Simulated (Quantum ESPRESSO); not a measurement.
**How uniaxial strain moves the moments of MnF2**

Wanted: the trend of the moments of MnF2 with uniaxial strain.

Calculated with Quantum ESPRESSO 7.5; PBEsol with U = 4 eV on Mn d (ortho-atomic projectors); plane waves with GBRV 1.5 PBEsol potentials, no spin-orbit coupling.

This is a report of a sequence of runs, with most program output left out.

**1. Starting point**

It takes space group P4_2/mnm (No. 136, tetragonal). Conventional cell: a = 4.874 Å, b = 4.874 Å, c = 3.311 Å, α = 90.00°, β = 90.00°, γ = 90.00°. Nearest to Mn lie 6 F at 2.10 to 2.13 Å. Nearest to F lie 3 Mn at 2.10 to 2.13 Å. Farther neighbours and most contacts between anions are not listed.

The cell comes from the Crystallography Open Database.

**2. Factor along z 0.94, ferro ++**

Lengths along Cartesian z scale by the factor. Atoms keep their fractional places. Seeded atoms are those given a starting moment.

pw.in

```
&CONTROL
  calculation = 'scf'
  prefix = 'pwscf'
  outdir = './tmp'
  pseudo_dir = './pseudo'
  disk_io = 'nowf'
  tprnfor = .true.
  tstress = .true.
/
&SYSTEM
  ibrav = 0
  celldm(1) = 8
  nat = 6
  ntyp = 2
  ecutwfc = 40
  ecutrho = 280
  nbnd = 44
  occupations = 'smearing'
  smearing = 'fd'
  degauss = 0.00734986
  nspin = 2
  starting_magnetization(1) = 0.3
  starting_magnetization(2) = 0
/
&ELECTRONS
  conv_thr = 1.2d-08
  electron_maxstep = 150
  mixing_beta = 0.3
/
ATOMIC_SPECIES
Mn     54.9380 mn_pbesol_v1.5.uspp.F.UPF
F      18.9984 f_pbesol_v1.4.uspp.F.UPF
CELL_PARAMETERS alat
   1.1512683982751    0.0000000000000    0.0000000000000
   0.0000000000000    1.1512683982751    0.0000000000000
   0.0000000000000    0.0000000000000    0.7351171629938
ATOMIC_POSITIONS crystal
Mn      0.0000000000    0.0000000000    0.0000000000
Mn      0.5000000000    0.5000000000    0.5000000000
F       0.3053000000    0.3053000000    0.0000000000
F       0.1947000000    0.8053000000    0.5000000000
F       0.6947000000    0.6947000000    0.0000000000
F       0.8053000000    0.1947000000    0.5000000000
K_POINTS automatic
6 6 6 0 0 0
HUBBARD {ortho-atomic}
U Mn-3d 4.0000
```

On the command line:

```console
OMP_NUM_THREADS=1 mpirun -n 2 pw.x -nk 2 -in pw.in > pw.out
```

It took 90 s on 2 MPI ranks of Arm Neoverse V1, shared host; peak memory 0.32 GiB; 3 min of CPU time.

Spin moment in the atom's sphere by atom:

```csv
atom,spin moment in the atom's sphere (μB)
Mn1,4.18
Mn2,4.18
F3,0.08
F4,0.08
F5,0.08
F6,0.08
```

This step gave:

```yaml
smearing_term_ts: 3.93e-7 eV
pressure: 9.739 GPa
magnetization: 10 μB
absolute_magnetization: 10.00 μB
final_state: ferromagnetic
```

**3. Factor along z 0.94, antiferro +-**

Edit pw.in of step 2 so:

```diff
@@ -13,6 +13,6 @@
   nat = 6
-  ntyp = 2
+  ntyp = 3
   ecutwfc = 40
   ecutrho = 280
-  nbnd = 44
+  nbnd = 39
   occupations = 'smearing'
@@ -22,3 +22,4 @@
   starting_magnetization(1) = 0.3
-  starting_magnetization(2) = 0
+  starting_magnetization(2) = -0.3
+  starting_magnetization(3) = 0
 /
@@ -30,3 +31,4 @@
 ATOMIC_SPECIES
-Mn     54.9380 mn_pbesol_v1.5.uspp.F.UPF
+Mn1    54.9380 mn_pbesol_v1.5.uspp.F.UPF
+Mn2    54.9380 mn_pbesol_v1.5.uspp.F.UPF
 F      18.9984 f_pbesol_v1.4.uspp.F.UPF
@@ -37,4 +39,4 @@
 ATOMIC_POSITIONS crystal
-Mn      0.0000000000    0.0000000000    0.0000000000
-Mn      0.5000000000    0.5000000000    0.5000000000
+Mn1     0.0000000000    0.0000000000    0.0000000000
+Mn2     0.5000000000    0.5000000000    0.5000000000
 F       0.3053000000    0.3053000000    0.0000000000
@@ -46,2 +48,3 @@
 HUBBARD {ortho-atomic}
-U Mn-3d 4.0000
+U Mn1-3d 4.0000
+U Mn2-3d 4.0000
```

Run time: 1.9 min. Hardware: 2 MPI ranks; peak memory 0.45 GiB.

Spin moment in the atom's sphere by atom:

```csv
atom,spin moment in the atom's sphere (μB)
Mn1,4.16
Mn2,-4.16
F3,-0.03
F4,0.03
F5,-0.03
F6,0.03
```

This step gave:

```yaml
smearing_term_ts: 1.32e-8 eV
pressure: 9.171 GPa
magnetization: 0 μB
absolute_magnetization: 9.721 μB
final_state: antiferromagnetic
```

**4. Factor along z 0.94, no spin polarisation**

Edit pw.in of step 3 so:

```diff
@@ -13,3 +13,3 @@
   nat = 6
-  ntyp = 3
+  ntyp = 2
   ecutwfc = 40
@@ -20,6 +20,2 @@
   degauss = 0.00734986
-  nspin = 2
-  starting_magnetization(1) = 0.3
-  starting_magnetization(2) = -0.3
-  starting_magnetization(3) = 0
 /
@@ -31,4 +27,3 @@
 ATOMIC_SPECIES
-Mn1    54.9380 mn_pbesol_v1.5.uspp.F.UPF
-Mn2    54.9380 mn_pbesol_v1.5.uspp.F.UPF
+Mn     54.9380 mn_pbesol_v1.5.uspp.F.UPF
 F      18.9984 f_pbesol_v1.4.uspp.F.UPF
@@ -39,4 +34,4 @@
 ATOMIC_POSITIONS crystal
-Mn1     0.0000000000    0.0000000000    0.0000000000
-Mn2     0.5000000000    0.5000000000    0.5000000000
+Mn      0.0000000000    0.0000000000    0.0000000000
+Mn      0.5000000000    0.5000000000    0.5000000000
 F       0.3053000000    0.3053000000    0.0000000000
@@ -48,3 +43,2 @@
 HUBBARD {ortho-atomic}
-U Mn1-3d 4.0000
-U Mn2-3d 4.0000
+U Mn-3d 4.0000
```

Run time: 50 s. Hardware: 2 MPI ranks; peak memory 0.32 GiB.

Numbers from this step:

| Quantity | Value |
| --- | --- |
| smearing term TS | 0.1961 eV |
| pressure | -12.82 GPa |
| final state | non-magnetic (no spin polarisation) |

**5. Factor along z 1.06, ferro ++**

Edit pw.in of step 4 so:

```diff
@@ -16,3 +16,3 @@
   ecutrho = 280
-  nbnd = 39
+  nbnd = 44
   occupations = 'smearing'
@@ -20,2 +20,5 @@
   degauss = 0.00734986
+  nspin = 2
+  starting_magnetization(1) = 0.3
+  starting_magnetization(2) = 0
 /
@@ -32,3 +35,3 @@
    0.0000000000000    1.1512683982751    0.0000000000000
-   0.0000000000000    0.0000000000000    0.7351171629938
+   0.0000000000000    0.0000000000000    0.8289619072058
 ATOMIC_POSITIONS crystal
```

Elapsed: 1.9 min, on 2 MPI ranks; peak memory 0.42 GiB.

Numbers from this step:

```yaml
smearing_term_ts: 4.68e-7 eV
pressure: -4.504 GPa
magnetization: 10 μB
absolute_magnetization: 10 μB
final_state: ferromagnetic
largest_moment: 4.243 μB
```

**6. A faulty input**

One input was spoiled on purpose, to see how the program answers.

Edit pw.in of step 5 so:

```diff
@@ -11,3 +11,2 @@
   ibrav = 0
-  celldm(1) = 8
   nat = 6
@@ -26,3 +25,3 @@
   conv_thr = 1.2d-08
-  electron_maxstep = 150
+  electron_maxstep = 50
   mixing_beta = 0.3
@@ -32,6 +31,6 @@
 F      18.9984 f_pbesol_v1.4.uspp.F.UPF
-CELL_PARAMETERS alat
-   1.1512683982751    0.0000000000000    0.0000000000000
-   0.0000000000000    1.1512683982751    0.0000000000000
-   0.0000000000000    0.0000000000000    0.8289619072058
+CELL_PARAMETERS angstrom
+   4.8738000000    0.0000000000    0.0000000000
+   0.0000000000    4.8738000000    0.0000000000
+   0.0000000000    0.0000000000    3.3107000000
 ATOMIC_POSITIONS crystal
@@ -46,2 +45,2 @@
 HUBBARD {ortho-atomic}
-U Mn-3d 4.0000
+U Mn-6f 5.0
```

Wall time 0.62 s (2 MPI ranks); peak memory 0.05 GiB.

The program refused the input before any cycle.

The program's message: “determine_hubbard_occ (1): Mismatch between the requested and available manifolds”

The fault put into the input: a U on a shell that the file lacks.

**7. The series**

The runs not shown differ from these in the moved quantity alone.

States, by row:

```csv
c axis,ferro ++,antiferro +-,no spin polarisation
0.94,ferromagnetic,antiferromagnetic,non-magnetic
0.97,ferromagnetic,antiferromagnetic,non-magnetic
1,ferromagnetic,antiferromagnetic,non-magnetic
1.03,ferromagnetic,antiferromagnetic,non-magnetic
1.06,ferromagnetic,antiferromagnetic,non-magnetic
```

The largest site moment by c axis:

```csv
c axis (factor),ferro ++ (μB),antiferro +- (μB)
0.9400,4.18,4.16
0.9700,4.22,4.21
1.0000,4.24,4.23
1.0300,4.24,4.23
1.0600,4.24,4.23
```

Table of energy less that of the parallel start by c axis; values in meV a seeded atom:

```csv
c axis (factor),antiferro +-,no spin polarisation
0.9400,-27.8,4308
0.9700,-22.6,4485
1.0000,-18.4,4647
1.0300,-14.9,4793
1.0600,-12.0,4926
```

The energy over the lowest by c axis; values in meV an atom:

```csv
c axis (factor),ferro ++,antiferro +-,no spin polarisation
0.9400,47.1,37.9,1483
0.9700,18.1,10.6,1513
1.0000,6.12,0,1555
1.0300,8.07,3.11,1606
1.0600,21.3,17.3,1663
```

**8. Outcome**

| Item | Value |
| --- | --- |
| moment, parallel start | 4.18 to 4.24 μB |
| states met from these starts | antiferromagnetic and ferromagnetic |

In words: The moment of the parallel start goes from 4.18 μB at 0.94 to 4.24 μB at 1.06. The net moment of the cell goes from 10 to 10 μB. The radius of the spheres follows the nearest distance, so part of the change of the site moments is the spheres'. The largest moment of the start antiferro +- lies between 4.16 and 4.23 μB. The start antiferro +- lies under the parallel one at every finished point, by 12.0 to 27.8 meV a seeded atom. Energies are free energies at an electronic temperature of 1160 K, which lowers moments and differences where the moments are itinerant.

[Logs and program files are shortened in this print: banners, set-up blocks, solver, clock and traceback lines can be left out without a mark of their own.]

[Logs are printed without paths, hosts, clocks, repeated set-up lines and the standing remarks that a program may print on its own settings, such as how far it seeks lower states.]

[Hosts, paths, dates, database ids (printed as entryN), source tags and the programs' standing remarks are cut or masked in the printed files.]

[Where a cell is said to come from a database of computed structures, the database is the Materials Project.]
